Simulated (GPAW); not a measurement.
# bcc Fe11Ni5: moments or none, part 2 of 2

Wanted: the moments of bcc Fe11Ni5 and the energy gained by spin polarisation.

GPAW 26.7.0; PBE; plane waves with GPAW's PAW setups, scalar-relativistic.

So far. Step 2 (Start 1: ferro ++++++++++++++++): After 32 cycles the largest moment stands at 2.72 μB.

## Step 3: Start 2: no spin polarisation

A run without seeds gives the energy of the state without moments.

Input file nospin.py:

```python
import json
import numpy as np
from ase import Atoms
from ase.parallel import paropen, parprint
from gpaw import GPAW

atoms = Atoms(['Ni', 'Fe', 'Ni', 'Fe', 'Ni', 'Fe', 'Fe', 'Fe', 'Fe', 'Fe', 'Fe', 'Fe', 'Ni', 'Fe', 'Ni', 'Fe'],
    cell=[[5.697, 0.0, 0.0],
         [0.0, 5.697, 0.0],
         [0.0, 0.0, 5.697]],
    scaled_positions=[[0.0, 0.0, 0.0],
         [0.25, 0.25, 0.25],
         [0.0, 0.0, 0.5],
         [0.25, 0.25, 0.75],
         [0.0, 0.5, 0.0],
         [0.25, 0.75, 0.25],
         [0.0, 0.5, 0.5],
         [0.25, 0.75, 0.75],
         [0.5, 0.0, 0.0],
         [0.75, 0.25, 0.25],
         [0.5, 0.0, 0.5],
         [0.75, 0.25, 0.75],
         [0.5, 0.5, 0.0],
         [0.75, 0.75, 0.25],
         [0.5, 0.5, 0.5],
         [0.75, 0.75, 0.75]],
    pbc=True)
atoms.calc = GPAW(mode={'name': 'pw', 'ecut': 450},
    xc='PBE',
    kpts={'size': (7, 7, 7), 'gamma': True},
    occupations={'name': 'fermi-dirac', 'width': 0.05},
    convergence={'density': 1e-05, 'energy': 1e-05},
    maxiter=200,
    mixer={'name': 'pulay', 'beta': 0.04, 'nmaxold': 8, 'weight': 100},
    symmetry={'tolerance': 1e-4},
    txt='nospin.txt')
e = atoms.get_potential_energy(force_consistent=True)
res = {'free_energy': e, 'energy_sigma0': atoms.get_potential_energy(), 'fermi_energy': atoms.calc.get_fermi_level()}
parprint(f'free energy: {e:.6f} eV')
atoms.calc.write('nospin.gpw')
with paropen('results.json', 'w') as f:
    json.dump(res, f)
```

The run is started by

```sh
> OMP_NUM_THREADS=1 mpirun -n 4 gpaw python nospin.py > nospin.log
```

Numbers of over 12 decimals in the logs are rounded to 6 here.

What it wrote:

```text
free energy: -127.969116 eV

--- nospin.txt ---
Input parameters:
  mode=PW(ecut=450),
  convergence={'density': 1e-05, 'energy': 1e-05},
  kpts=MonkhorstPack(size=(7, 7, 7), gamma=True),
  maxiter=200,
  mixer=Pulay(name='pulay', nmaxold=8, beta=0.04, weight=100, sigma=0.015, g_ss=None),
  occupations=Occupations(name='fermi-dirac', width=0.05),
  symmetry=Symmetry(tolerance=0.0001),
  xc=XC(name='PBE')

Diagonalizing LCAO Hamiltonian
Converting LCAO to pw mode
    .-------------.
   /|             |
  / |  Fe     Fe  |
 *  |             |
 |  |Fe     Fe    |
 |Fe|    Ni       |
 |  |  Fe     Fe  |
 Ni .Fe-Fe--Fe----.
 | /             /
 |/i     Ni     /
 Ni-----Fe-----*

Atoms  # Å, Bohr magnetons
|    | symbol |        x |        y |        z |    initial magnetic moments |
|----|--------|----------|----------|----------|-----------------------------|
|  0 |     Ni | 0.000000 | 0.000000 | 0.000000 | ( 0.0000,  0.0000,  0.0000) |
|  1 |     Fe | 1.424250 | 1.424250 | 1.424250 | ( 0.0000,  0.0000,  0.0000) |
|  2 |     Ni | 0.000000 | 0.000000 | 2.848500 | ( 0.0000,  0.0000,  0.0000) |
|  3 |     Fe | 1.424250 | 1.424250 | 4.272750 | ( 0.0000,  0.0000,  0.0000) |
|  4 |     Ni | 0.000000 | 2.848500 | 0.000000 | ( 0.0000,  0.0000,  0.0000) |
|  5 |     Fe | 1.424250 | 4.272750 | 1.424250 | ( 0.0000,  0.0000,  0.0000) |
|  6 |     Fe | 0.000000 | 2.848500 | 2.848500 | ( 0.0000,  0.0000,  0.0000) |
|  7 |     Fe | 1.424250 | 4.272750 | 4.272750 | ( 0.0000,  0.0000,  0.0000) |
|  8 |     Fe | 2.848500 | 0.000000 | 0.000000 | ( 0.0000,  0.0000,  0.0000) |
|  9 |     Fe | 4.272750 | 1.424250 | 1.424250 | ( 0.0000,  0.0000,  0.0000) |
| 10 |     Fe | 2.848500 | 0.000000 | 2.848500 | ( 0.0000,  0.0000,  0.0000) |
| 11 |     Fe | 4.272750 | 1.424250 | 4.272750 | ( 0.0000,  0.0000,  0.0000) |
| 12 |     Ni | 2.848500 | 2.848500 | 0.000000 | ( 0.0000,  0.0000,  0.0000) |
| 13 |     Fe | 4.272750 | 4.272750 | 1.424250 | ( 0.0000,  0.0000,  0.0000) |
| 14 |     Ni | 2.848500 | 2.848500 | 2.848500 | ( 0.0000,  0.0000,  0.0000) |
| 15 |     Fe | 4.272750 | 4.272750 | 4.272750 | ( 0.0000,  0.0000,  0.0000) |

Unit cell  # Å
| periodic |        x |        y |        z |  lengths |    angles |
|----------|----------|----------|----------|----------|-----------|
|      yes | 5.697000 | 0.000000 | 0.000000 | 5.697000 | 90.000000 |
|      yes | 0.000000 | 5.697000 | 0.000000 | 5.697000 | 90.000000 |
|      yes | 0.000000 | 0.000000 | 5.697000 | 5.697000 | 90.000000 |

Number of symmetries: 8

BZ-sampling:
  Number of BZ points: 343
  Number of IBZ points: 64

  Monkhorst-Pack size: [7, 7, 7]
  Monkhorst-Pack shift: [0, 0, 0]

Plane wave coefficients: 4024
Cutoff: 450.000000 eV

Spin-components: 1 (collinear spins)
Bands:           105
Projectors:      96
Spin-degeneracy: 2
Datatype:        complex128

Parallelization:
  kpt:    4
  domain: 1
  band:   1

Density:
  Valence electrons: 168.0
  Components: 1
  Grid points: [28 28 28]
  Charge: 0.0  # |e|

Potential:
  Grid points: [28 28 28]

[... setups left out ...]
Reference energy: -587653.992836  # eV

eigensolver:
  PPCG
  Converge bands: occupied
  niter=2

density mixing:
  Pulay-Mixer
  Linear mixing parameters: 0.04
  Old densities: 8
  Fourier metric: weight=100, sigma=0.015

occupation numbers:
  Fermi-Dirac:
    width: 0.0500  # eV

poisson solver:
  ecut: 3600.000000  # eV

xc functional:
  name: PBE with 2 nearest neighbor stencil

convergence criteria:
- Maximum integral of absolute [dens]ity change: 1e-05 electrons / valence electron
- Maximum [total energy] change in last 3 cyles: 1e-05 eV / valence electron
- Maximum integral of absolute [eigenst]ate change: 4e-08 eV^2 / valence electron
maximum number of iterations: 200

SCF iterations
|iter     |      energy | eigst |  dens |
|---------|-------------|-------|-------|
|iter:   1|       0s | -128.640782 | +0.69 |       |
|iter:   2|      13s | -127.460498 | -0.40 | -1.25 |
|iter:   3|      25s | -127.375960 | -1.02 | -1.45 |
|iter:   4|      38s | -127.227308 | -1.51 | -1.56 |
|iter:   5|      50s | -127.187788 | -1.87 | -1.68 |
|iter:   6|      62s | -127.220426 | -1.80 | -1.76 |
|iter:   7|      75s | -127.217521 | -2.39 | -1.84 |
|iter:   8|      87s | -127.224133 | -2.66 | -1.87 |
|iter:   9|      99s | -127.388271 | -2.39 | -1.95 |
|iter:  10|     112s | -127.526644 | -2.10 | -1.82 |
[... 13 iterations left out ...]
|iter:  24|     285s | -127.766308c| -5.87 | -4.00 |
|iter:  25|     298s | -127.766306c| -6.42 | -4.07 |
|iter:  26|     310s | -127.766298c| -6.55 | -4.17 |
|iter:  27|     322s | -127.766288c| -6.90 | -4.37 |
|iter:  28|     335s | -127.766282c| -7.07 | -4.50 |
|iter:  29|     347s | -127.766278c| -7.44c| -4.67 |
|iter:  30|     355s | -127.766281c| -7.52c| -4.73 |
|iter:  31|     368s | -127.766279c| -7.73c| -4.80 |
|iter:  32|     380s | -127.766278c| -7.59c| -4.91 |
|iter:  33|     387s | -127.766276c| -7.87c| -5.12c|

Converged in 33 steps
Energy contributions relative to reference atoms: (reference = -587653.992836)

Energy contributions:
  Kinetic:           5.029469
  Coulomb:          -3.323505
  Zero:              2.423603
  External:          0.000000
  Xc:             -131.693004
  Entropy:          -0.405680
  Spinorbit:         0.000000
  ----------------------------
  Free energy:    -127.969116
  Extrapolated:   -127.766276

dipole moment: (-49.076798, -51.415516, -49.071490)  # |e|*Ang

Fermi level: 9.218
Eigenvalues  # (at kpt = [0.000, 0.000, 0.000])
| band index |      eig [eV] | occ [0-2] |
|------------|---------------|-----------|
|          0 |       -54.412 |     2.000 |
|        ... |               |           |
|         72 |         8.979 |     1.983 |
|         73 |         8.982 |     1.982 |
|         74 |         9.017 |     1.965 |
|         75 |         9.029 |     1.955 |
|         76 |         9.068 |     1.905 |
|         77 |         9.073 |     1.895 |
|         78 |         9.073 |     1.895 |
|         79 |         9.125 |     1.730 |
|         80 |         9.237 |     0.810 |
|         81 |         9.255 |     0.649 |
|         82 |         9.448 |     0.020 |
|         83 |         9.504 |     0.007 |
|         84 |         9.504 |     0.007 |
|         85 |         9.529 |     0.004 |
|         86 |         9.530 |     0.004 |
|         87 |         9.530 |     0.004 |
|        ... |               |           |
|        104 |        10.348 |     0.000 |

No gap
No difference between direct/indirect transitions
```

The job ended after 6.8 min (4 MPI ranks of Arm Neoverse V2, shared host; peak memory 1.4 GiB).

Numbers from this step:

| Item | Value |
| --- | --- |
| final state | non-magnetic (no spin polarisation) |

It lies 424 meV a seeded atom over the first start.

## Step 4: Energies of the orders

These are free energies at a smearing of 0.05 eV, so its entropy term is in the differences. They are divided by the number of seeded atoms, so that cells of unlike size compare.

Orders:

```csv
start,final state,typed order kept,energy over the lowest (meV a seeded atom),largest site moment (μB),net moment (μB a primitive cell),mesh matched,CPU time (s)
ferro ++++++++++++++++,ferromagnetic,yes,0,2.719,32.91,yes,3692
no spin polarisation,non-magnetic,-,423.7,0,0,yes,1640
```

## Step 5: Outcome

- lower run: with moments
- largest site moment: 2.72 μB
- energy gained by spin polarisation: 424 meV a seeded atom

**Reading.** The crystal holds moments, up to 2.72 μB, and gains 424 meV a seeded atom by them. No antiferromagnetic order was tried, so the session says nothing on how the moments order.

[Logs and program files are shortened in this print: banners, set-up blocks, solver, clock and traceback lines can be left out without a mark of their own.]

[Logs are printed without paths, hosts, clocks, repeated set-up lines and the standing remarks that a program may print on its own settings, such as how far it seeks lower states.]

[Hosts, paths, dates, database ids (printed as entryN), source tags and the programs' standing remarks are cut or masked in the printed files.]

[Where a cell is said to come from a database of computed structures, the database is the Materials Project.]
